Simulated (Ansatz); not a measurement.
# W2N(OH)2 MXene monolayer in a perpendicular field

Wanted: the out-of-plane response of the W2N(OH)2 MXene monolayer. A positive field points along +c.

Method: plane-wave DFT, PBE-D3(BJ), Ansatz PAW, in Ansatz 0.2.0.

**1. The structure**

The cell holds 7 atoms: 2 H, 2 O, 2 W and 1 N. Its edges and angles: a = 3.054 Å, b = 3.054 Å, c = 44.417 Å, α = 90.0°, β = 90.0°, γ = 120.0°. Vacuum lies along c.

**2. Relaxation**

The starting cell is a guess, so the in-plane lattice and the atoms are relaxed first, with the slab cut off from its images along the normal.

File input.yaml:

```yaml
crystal:
  lattice:
    - [3.053908, 0.0, 0.0]
    - [-1.526954, 2.6447619088, 0.0]
    - [0.0, 0.0, 44.4170130495]
  atoms:
    - { symbol: H, position: [0.3333333333, 0.6666666667, 0.4243869343] }
    - { symbol: O, position: [0.3333333333, 0.6666666667, 0.4464505522] }
    - { symbol: W, position: [0.6666666667, 0.3333333333, 0.4728709643], spin: 1.0 }
    - { symbol: "N", position: [0.0, 0.0, 0.5] }
    - { symbol: W, position: [0.3333333333, 0.6666666667, 0.5271290357], spin: 1.0 }
    - { symbol: O, position: [0.6666666667, 0.3333333333, 0.5535494478] }
    - { symbol: H, position: [0.6666666667, 0.3333333333, 0.5756130657] }
  periodic: [true, true, false]
magnetization:
  spin_polarized: true
kpoints:
  mp_grid: { grid: [12, 12, 1] }
hamiltonian:
  xc: pbe
  dispersion: d3bj
scf:
  occupations: { method: fermi_dirac, width: 0.05 }
  convergence: { dr2_threshold: 1.0e-09 }
relax:
  f_tol: 0.004
  max_steps: 90
  cell: {}
output:
  write_potential: true
  write_density: true
  volumetric_format: npy
```

Command:

```sh
$ ansatz run input.yaml --threads 2 --pin off --max-ram 3072MiB --backend cpu --events-out ev --progress --plain --runs-dir out
```

Numbers of over 12 decimals in the logs are rounded to 6 here.

What it wrote:

```text
Warning: relax.cell: scf.convergence.dr2_threshold = 1e-9 eV is looser than the 2.50484396231e-10 eV advised for a relaxation that steers and ends on the stress (1e-10 eV for each atom of the cell: 7, times the square of relax.cell.stress_2d_tol = 0.05 N/m over 16.7 Å (the atoms' height at the walk's start and 5 Å past either face), 2.991e-2 GPa, over a crystal's default 0.05). What an SCF threshold leaves in a stress goes as its square root, and in the free energy as the threshold itself, and one threshold admits the most on a small cell: [figures from the program's tests cut] Set scf.convergence.dr2_threshold to 2.50484396231e-10 eV or tighter. [rest of the remark cut]
Engine: ansatz 0.2.0, x86_64-unknown-linux-gnu
Pseudopotentials: kind: paw
Pseudopotential: H, paw, valence charge 1, recommended cutoff 420 eV (normal), H.paw.azcp
Pseudopotential: O, paw, valence charge 6, recommended cutoff 420 eV (normal), O.paw.azcp
Pseudopotential: W, paw, valence charge 14, recommended cutoff 420 eV (normal), W.paw.azcp
Pseudopotential: N, paw, valence charge 5, recommended cutoff 420 eV (normal), N.paw.azcp
Functional definition: PBE
  parameter kappa = 0.804
  parameter beta = 0.066725
  exchange = pbe_x(kappa = kappa, mu = beta*pi^2/3)
  correlation = pbe_c(beta = beta)
Crystal: 7 atoms, lattice volume = 358.750 Å³
Basis set: ecut = 420 eV, 6977 PW (Γ), exchange–correlation on 48×48×600 points (8 copies of the dense FFT grid, shifted against one another)
Bands: 32, of which v1, the nominal top of the filled ones, is band 24 counted from 1 (23 counted from 0)
Symmetry: 12 space group operations
Space group: P-3m1 (ITA 164), of the structure as read, at distance tolerance 7.1e-5 Å
Magnetic group: BNS 164.85 (UNI 1315), of the structure as read, at distance tolerance 7.1e-5 Å
k-points: 19 of 144
Non-local potential: H, projectors of the file, l = 0: 2, l = 1: 1
Non-local potential: O, projectors of the file, l = 0: 2, l = 1: 2, l = 2: 1
Non-local potential: W, projectors of the file, l = 0: 3, l = 1: 2, l = 2: 2, l = 3: 1
Non-local potential: N, projectors of the file, l = 0: 2, l = 1: 2, l = 2: 1
PAW form: soft (Blöchl's): semilocal exchange-correlation on the pseudo side does not see the compensation charge
PAW one-centre angular grid: H, 110 points (default); XC on 64 Gauss nodes
PAW one-centre angular grid: O, 110 points (default); XC on 64 Gauss nodes
PAW one-centre angular grid: W, 590 points (default); XC on 64 Gauss nodes
PAW one-centre angular grid: N, 110 points (default); XC on 64 Gauss nodes
Initial density: superposition of atomic densities (neutral atoms: chi_scale 0, normalization atom)
Starting moments: Σ|m| = 2 μB on 2 of 7 sites
Initial wavefunctions: pseudopotential atomic-orbital guess
Functional: x = pbe(κ = 0.804, μ = 0.219515), c = pbe(β = 0.066725)
SCF iter   1: F=—  HF=-22322.076749 eV  |F-HF|=—  |Δ(HF+E_count)|=         —  Δρ=3.27e-2 (↑3.27e-2 ↓3.05e-2)  dr2=2.03e1  dr2_m=6.07e-2  M=1.287 μB ∫|m|=1.289 μB  β_m=0.30  ethr=3.10e-3  ⟨swp⟩=17.4  Hψ=9913  notcnv=0  defer=2
Mixer restart at iter 1: flushing history
preconditioner: auto → LDOS  [metal: Δε(μ)=0.039 eV  Ē_g=11.395 eV  σ=0.050 eV  W_gap=0.19  n_scr=26 (ndim 8)  ℏωp=10.2 eV  f_vac=0.791  D(μ)=3.45/eV (n_scr^D=18)]
spin=Collinear: LDOS preconditioning applied to the charge; magnetization (m = ρ↑ − ρ↓) channel mixes plain (no charge-response kernel on spin).
SCF iter   2: F=—  HF=-22319.558536 eV  |F-HF|=—  |Δ(HF+E_count)|=    2.52e0  Δρ=2.17e-2 (↑2.17e-2 ↓2.00e-2)  dr2=9.67e0  dr2_m=3.61e-2  M=1.228 μB ∫|m|=1.231 μB  β_m=0.56  ethr=3.10e-3  ⟨swp⟩=3.9  Hψ=2802  notcnv=0  defer=51
SCF iter   3: F=—  HF=-22317.795336 eV  |F-HF|=—  |Δ(HF+E_count)|=    1.76e0  Δρ=5.50e-3 (↑5.50e-3 ↓3.57e-3)  dr2=1.26e0  dr2_m=1.21e-2  M=0.877 μB ∫|m|=0.888 μB  β_m=0.59  ethr=3.10e-3  ⟨swp⟩=6.8  Hψ=3983  notcnv=0  defer=52
SCF iter   4: F=—  HF=-22317.782756 eV  |F-HF|=—  |Δ(HF+E_count)|=   1.26e-2  Δρ=3.62e-3 (↑3.62e-3 ↓2.33e-3)  dr2=2.69e-1  dr2_m=8.89e-3  M=0.797 μB ∫|m|=0.805 μB  β_m=0.80  ethr=2.67e-3  ⟨swp⟩=3.6  Hψ=1856  notcnv=0  defer=49
SCF iter   5: F=—  HF=-22317.862513 eV  |F-HF|=—  |Δ(HF+E_count)|=         —  Δρ=2.84e-3 (↑2.62e-3 ↓2.84e-3)  dr2=1.48e-2  dr2_m=2.37e-2  M=0.249 μB ∫|m|=0.261 μB  β_m=0.80  ethr=5.73e-4  ⟨swp⟩=5.9  Hψ=3327  notcnv=0  defer=48
SCF iter   6: F=—  HF=-22317.860087 eV  |F-HF|=—  |Δ(HF+E_count)|=   2.43e-3  Δρ=1.20e-3 (↑1.12e-3 ↓1.20e-3)  dr2=3.92e-3  dr2_m=4.29e-3  M=0.132 μB ∫|m|=0.138 μB  β_m=0.90  ethr=3.14e-5  ⟨swp⟩=3.9  Hψ=3052  notcnv=0  defer=49
SCF iter   7: F=—  HF=-22317.860719 eV  |F-HF|=—  |Δ(HF+E_count)|=   6.32e-4  Δρ=1.59e-4 (↑1.59e-4 ↓1.34e-4)  dr2=3.12e-4  dr2_m=3.04e-5  M=0.029 μB ∫|m|=0.030 μB  β_m=0.88  ethr=8.34e-6  ⟨swp⟩=3.6  Hψ=2858  notcnv=0  defer=47
SCF iter   8: F=—  HF=-22317.860822 eV  |F-HF|=—  |Δ(HF+E_count)|=   1.03e-4  Δρ=5.71e-5 (↑5.71e-5 ↓5.27e-5)  dr2=1.20e-4  dr2_m=3.92e-6  M=0.015 μB ∫|m|=0.015 μB  β_m=0.90  ethr=6.64e-7  ⟨swp⟩=3.6  Hψ=3014  notcnv=0  defer=47
SCF iter   9: F=—  HF=-22317.860878 eV  |F-HF|=—  |Δ(HF+E_count)|=   5.64e-5  Δρ=2.39e-5 (↑2.39e-5 ↓1.84e-5)  dr2=1.50e-5  dr2_m=8.36e-7  M=0.005 μB ∫|m|=0.005 μB  β_m=0.95  ethr=2.56e-7  ⟨swp⟩=3.7  Hψ=2599  notcnv=0  defer=47
SCF iter  10: F=—  HF=-22317.860927 eV  |F-HF|=—  |Δ(HF+E_count)|=   4.91e-5  Δρ=1.36e-5 (↑1.36e-5 ↓8.18e-6)  dr2=5.77e-6  dr2_m=2.11e-7  M=0.001 μB ∫|m|=0.001 μB  β_m=0.97  ethr=3.19e-8  ⟨swp⟩=3.7  Hψ=2526  notcnv=0  defer=47
SCF iter  11: F=—  HF=-22317.860928 eV  |F-HF|=—  |Δ(HF+E_count)|=   5.45e-7  Δρ=2.70e-6 (↑2.70e-6 ↓1.77e-6)  dr2=2.09e-7  dr2_m=6.33e-9  M=0.000 μB ∫|m|=0.000 μB  β_m=0.92  ethr=1.23e-8  ⟨swp⟩=2.9  Hψ=2018  notcnv=0  defer=47
SCF iter  12: F=—  HF=-22317.860928 eV  |F-HF|=—  |Δ(HF+E_count)|=   9.35e-8  Δρ=7.64e-7 (↑7.64e-7 ↓6.94e-7)  dr2=2.16e-8  dr2_m=1.02e-9  M=0.000 μB ∫|m|=0.000 μB  β_m=0.91  ethr=4.44e-10  ⟨swp⟩=3.8  Hψ=2797  notcnv=0  defer=47
SCF iter  13: F=—  HF=-22317.860928 eV  |F-HF|=—  |Δ(HF+E_count)|=   2.42e-8  Δρ=2.22e-7 (↑2.08e-7 ↓2.22e-7)  dr2=3.46e-10  dr2_m=1.05e-10  M=0.000 μB ∫|m|=0.000 μB  β_m=0.95  ethr=4.59e-11  ⟨swp⟩=3.6  Hψ=2507  notcnv=0  defer=47
SCF iter  14: F=-22317.860928 eV  HF=-22317.860928 eV  |F-HF|=1.09e-10  |Δ(HF+E_count)|=   5.18e-9  Δρ=6.59e-8 (↑6.23e-8 ↓6.59e-8)  dr2=8.28e-11  dr2_m=8.72e-12  M=0.000 μB ∫|m|=0.000 μB  ethr=1.00e-12  ⟨swp⟩=9.3  Hψ=9871  notcnv=0
[...]
relax step   9: F+E_penalty+E_count = -22319.92017681 eV  Δ(F+E_penalty+E_count) = +4.203e-6 eV  max|allowed force component| = 2.598e-4 eV/Å  Δτ_max = 0.0005 Å  P = +0.002 N/m  Ω = 301.347 Å³  energy of the carried Pulay correction = +4.887e-2 eV  fix = [c, alpha, beta]  reactions: c +0.000 N/m  (5 SCF iters, accepted)
relax step  10: F+E_penalty+E_count = -22319.89985764 eV  Δ(F+E_penalty+E_count) = +2.032e-2 eV  max|allowed force component| = 6.236e-3 eV/Å  Δτ_max = 0.0000 Å  P = -0.566 N/m  Ω = 301.347 Å³  fix = [c, alpha, beta]  reactions: c -0.000 N/m  stress off target by 5.66e-1 N/m on what of the cell is left free  SCF on the basis re-selected at this cell (its energy is not comparable with the rows above)  (7 SCF iters)
relax step  11: F+E_penalty+E_count = -22319.90074025 eV  Δ(F+E_penalty+E_count) = -8.826e-4 eV  max|allowed force component| = 2.891e-3 eV/Å  Δτ_max = 0.0019 Å  P = +0.005 N/m  Ω = 300.679 Å³  energy of the carried Pulay correction = +6.161e-4 eV  fix = [c, alpha, beta]  reactions: c +0.000 N/m  (8 SCF iters, accepted)
iter 1 solved again at ethr=2.03e-7 eV; its pass at ethr=3.10e-3 eV (dr2=9.54e-5 eV) is discarded
SCF iter   1: F=—  HF=-22319.900112 eV  |F-HF|=—  |Δ(HF+E_count)|=         —  Δρ=4.98e-6 (↑4.98e-6 ↓4.97e-6)  dr2=4.70e-8  dr2_m=1.48e-12  M=0.000 μB ∫|m|=0.000 μB  β_m=0.65  ethr=2.03e-7  ⟨swp⟩=7.8  Hψ=16332  notcnv=0
eigensolver tolerance schedule: the retry pair's looser diagonalisation over-reported the residual by 2027.30 of it (diagonalisation noise at 0.15 of the residual, at the tolerance the schedule requests for it); recorded, not acted on — ethr = c·dr2/N_el stays at c = 1.0e-1
preconditioner: auto → LDOS  [metal: Δε(μ)=0.059 eV  Ē_g=11.611 eV  σ=0.050 eV  W_gap=0.29  n_scr=24 (ndim 8)  ℏωp=11.9 eV  f_vac=0.764  D(μ)=3.19/eV (n_scr^D=18)]
spin=Collinear: LDOS preconditioning applied to the charge; magnetization (m = ρ↑ − ρ↓) channel mixes plain (no charge-response kernel on spin).
SCF iter   2: F=—  HF=-22319.900082 eV  |F-HF|=—  |Δ(HF+E_count)|=   3.02e-5  Δρ=1.75e-6 (↑1.75e-6 ↓1.75e-6)  dr2=1.15e-8  dr2_m=5.27e-13  M=0.000 μB ∫|m|=0.000 μB  β_m=0.55  ethr=1.00e-10  ⟨swp⟩=6.3  Hψ=4696  notcnv=0
SCF iter   3: F=—  HF=-22319.900082 eV  |F-HF|=—  |Δ(HF+E_count)|=   1.40e-8  Δρ=7.65e-7 (↑7.65e-7 ↓7.65e-7)  dr2=1.18e-9  dr2_m=2.28e-13  M=0.000 μB ∫|m|=0.000 μB  β_m=0.72  ethr=2.45e-11  ⟨swp⟩=2.9  Hψ=2198  notcnv=0
SCF iter   4: F=-22319.900082 eV  HF=-22319.900082 eV  |F-HF|=2.18e-11  |Δ(HF+E_count)|=   3.73e-9  Δρ=7.12e-8 (↑6.84e-8 ↓7.12e-8)  dr2=8.91e-11  dr2_m=6.41e-14  M=0.000 μB ∫|m|=0.000 μB  ethr=2.13e-12  ⟨swp⟩=16.3  Hψ=11589  notcnv=0
the starting moments were not kept: the SCF closed with an absolute magnetisation of 2.1e-6 μB, where they sum to 2 μB in size (2 sites). That is at most 0.1 of that sum. Measured as dr2_m measures the in/out step, that magnetisation stands 2.6e-13 eV from none, at or under the dr2_threshold of 1.0e-9 eV: it is no larger than a step whose dr2_m would equal this threshold.
SCF 12 converged in 4 iterations: F = -22319.900082 eV  dr2 = 8.91e-11
relax step  12: F+E_penalty+E_count = -22319.90008170 eV  Δ(F+E_penalty+E_count) = +6.585e-4 eV  max|allowed force component| = 2.855e-3 eV/Å  Δτ_max = 0.0000 Å  P = -0.008 N/m  Ω = 300.679 Å³  fix = [c, alpha, beta]  reactions: c -0.000 N/m  stress off target by 7.65e-3 N/m on what of the cell is left free  SCF on the basis re-selected at this cell (its energy is not comparable with the rows above)  (4 SCF iters)
basis re-selected at this cell: Δ(F+E_penalty+E_count) = +6.585e-4 eV, ΔP = -0.013 N/m vs the last step (what re-selecting the basis moved, of the pressure what is left beyond the Pulay correction that the steps carried, after the strain that the cell walked since its last selection, with what the two solves' SCF thresholds leave and, on support functions, any second-order correction that the steps lacked; it is no m [...]
WARN: The output density's exchange-correlation potential varies sharply where the density is thin. Do not read a vacuum level from v_tot or v_xc, or from such a field of the output density. On a cell that repeats whose density bears no net charge and no dipole along the vacuum's axis use v_es (v_loc + v_h of the components); under efield.dipole_correction with no amplitude use v_es + v_field, which holds any externa [...]
SCF converged after 4 iterations
Magnetization: 0.0000 μB (23.5000 up, 23.5000 down)
Absolute magnetization: 0.0000 μB (∫|ρ↑−ρ↓|, with the PAW one-centre terms)
Spin contamination: 0.0000 ħ² per cell (⟨S²⟩ above its minimum at these occupations)
Per-site moments (μB) at R_I (Å): [(1.9066214878736125e-8, 0.406076), (4.522854954087371e-8, 0.406076), (3.1245197369552004e-8, 0.898290), (-1.995476433629158e-9, 0.905916), (3.124519738584709e-8, 0.898290), (4.522854955922295e-8, 0.406076), (1.9066214858196228e-8, 0.406076)]
Free energy (F): -22319.900082 eV
Harris-Foulkes:  -22319.900082 eV  (|F-HF|=2.18e-11)
Internal energy: -22319.876246 eV  (E = F + TS)
E sigma→0 (E₀):  -22319.888164 eV
Entropy (-TS):   -0.023835 eV (-3.405 meV/atom)
Fermi energy:    -2.737193 eV
--- Per-component energies (eV) ---
  E_band       = -1182.741951
  E_kinetic    = 1417.330210
  E_local      = -258749.131410  (includes V_loc(G=0)·N_el)
  E_nonlocal   = 147.577456
  E_hartree    = 128555.073284
  E_xc         = -758.767713
  E_vxc        = -764.800186  (∫ρ·V_xc dr)
  E_paw        = -17571.085453  (= ΣΔE_a)
  E_vpaw       = -343.870882  (= ΣTr[D̂ρ^β])
  E_aug_tail   = 0.002558  (compensation charges beyond the density's cutoff)
  E_ewald      = 124640.596144
  E_disp       = -1.471322  (pairwise vdW)
  E_smearing   = -0.023835  (= −TS)
  E_closure    = 0.000000  (closes the sum)
  Σ components = -22319.900082   (vs F -22319.900082, Δ=0.00e0)
--- Forces (eV/Å), atoms counted from 1 ---
  atom   1  H     -0.00000000    -0.00000000    -0.00001172
  atom   2  O     -0.00000000    -0.00000000    -0.00138983
  atom   3  W     -0.00000000    -0.00000000     0.00285469
  atom   4  N      0.00000000     0.00000000     0.00000000
  atom   5  W      0.00000000     0.00000000    -0.00285469
  atom   6  O      0.00000000     0.00000000     0.00138983
  atom   7  H      0.00000000     0.00000000     0.00001172
  max |Σ_I F_I| component: 1.88e-17 eV/Å
--- 2D stress c σ (N/m, compression-positive) ---
       -0.007654       0.000000      -0.000000
        0.000000      -0.007654      -0.000000
       -0.000000      -0.000000      -0.000000
  P = ½ c Tr σ = -0.0077 N/m
--- Band table (eV; the first three rows and the last of 38) ---
  k-point 0 ↑: bands = [... 20 lower, -6.3975, -4.6597, -4.0688, -4.0688, -2.9970, -2.9586, -2.9168, -2.9168, ... 4 higher]
  k-point 1 ↑: bands = [... 20 lower, -6.5355, -4.7774, -4.1499, -3.8750, -3.1609, -2.8549, -2.7723, -2.7684, ... 4 higher]
  k-point 2 ↑: bands = [... 20 lower, -6.8047, -5.2552, -4.0821, -3.5767, -3.2837, -2.4655, -2.3247, -2.2857, ... 4 higher]
  k-point 18 ↓: bands = [... 20 lower, -3.9677, -3.4603, -3.4603, -3.0875, -1.3007, -1.3007, 0.0356, 0.0356, ... 4 higher]
  the weakly bound empty levels are not read free of the cell's end (no_gap_told)
--- Relaxed structure (10 steps of the walk, 10 accepted, 2 SCFs on fresh bases) ---
  F+E_penalty+E_count = -22319.90008170 eV   max|allowed force component| = 2.855e-3 eV/Å   (the final SCF, on the basis selected at the relaxed cell)
  cell:  # Å, volume = 300.6793 Å³
    - [2.795836, 0, 0]
    - [-1.397918, 2.421265, 0]
    - [0, 0, 44.4170130495]
  atoms:
    - { symbol: H, position: [0.333333, 0.666667, 0.411401] }
    - { symbol: O, position: [0.333333, 0.666667, 0.433564] }
    - { symbol: W, position: [0.666667, 0.333333, 0.466474] }
    - { symbol: N, position: [0, 0, 0.5] }
    - { symbol: W, position: [0.333333, 0.666667, 0.533526] }
    - { symbol: O, position: [0.666667, 0.333333, 0.566436] }
    - { symbol: H, position: [0.666667, 0.333333, 0.588599] }
```

The job ended after 2 min (2 threads of Intel Xeon 6975P-C (Granite Rapids), shared host; peak memory 0.92 GiB; 3.9 min of CPU time).

Relaxation path:

| step | energy less that of the first step (eV) | largest force component (eV/Å) | volume (Å³) |
| --- | --- | --- | --- |
| 1 | 0.0000 | 1.6740 | 358.75 |
| 2 | -0.7660 | 0.8375 | 349.51 |
| 3 | -1.4211 | 1.1309 | 333.13 |
| 4 | -1.9752 | 0.9023 | 309.67 |
| 5 | -2.0367 | 0.5033 | 300.08 |
| 6 | -2.0503 | 0.5799 | 300.91 |
| 7 | -2.0593 | 0.0269 | 301.30 |
| 8 | -2.0593 | 0.0127 | 301.34 |
| 9 | -2.0592 | 0.0003 | 301.35 |
| 10* | -2.0389 | 0.0062 | 301.35 |
| 11 | -2.0398 | 0.0029 | 300.68 |
| 12* | -2.0392 | 0.0029 | 300.68 |

Relaxation steps marked * repeat the geometry before them on a plane-wave basis chosen anew for their cell, so energy and pressure can jump there.

Forces are held to the 12 operations that the run works with; a distortion that breaks them can't arise in this run.

| cell as run | before | after | change |
| --- | --- | --- | --- |
| a (Å) | 3.054 | 2.796 | -8.5 % |
| b (Å) | 3.054 | 2.796 | -8.5 % |

The atoms that moved most (Å, along periodic axes as changes of fractional coordinates times the final cell, across vacuum about the mean position):

| atom | dx | dy | dz | length |
| --- | --- | --- | --- | --- |
| H1 | 0.000 | 0.000 | -0.577 | 0.577 |
| H7 | 0.000 | 0.000 | 0.577 | 0.577 |
| O2 | 0.000 | 0.000 | -0.572 | 0.572 |
| O6 | 0.000 | 0.000 | 0.572 | 0.572 |
| W3 | 0.000 | 0.000 | -0.284 | 0.284 |
| W5 | 0.000 | 0.000 | 0.284 | 0.284 |

This step gave:

| Quantity | Value |
| --- | --- |
| energy at zero smearing | -22319.8882 eV |

The lattice constant a goes from 3.054 to 2.796 Å.

[end of part 1 of 2]

[Logs are printed without paths, hosts, clocks, repeated set-up lines and the standing remarks that a program may print on its own settings, such as how far it seeks lower states.]

[Hosts, paths, dates, database ids (printed as entryN), source tags and the programs' standing remarks are cut or masked in the printed files.]

[Maps of the electrostatic potential energy from Ansatz leave out the sawtooth potential of an applied field or a dipole correction, so their vacuum need not be flat; planar profiles and work functions include it.]
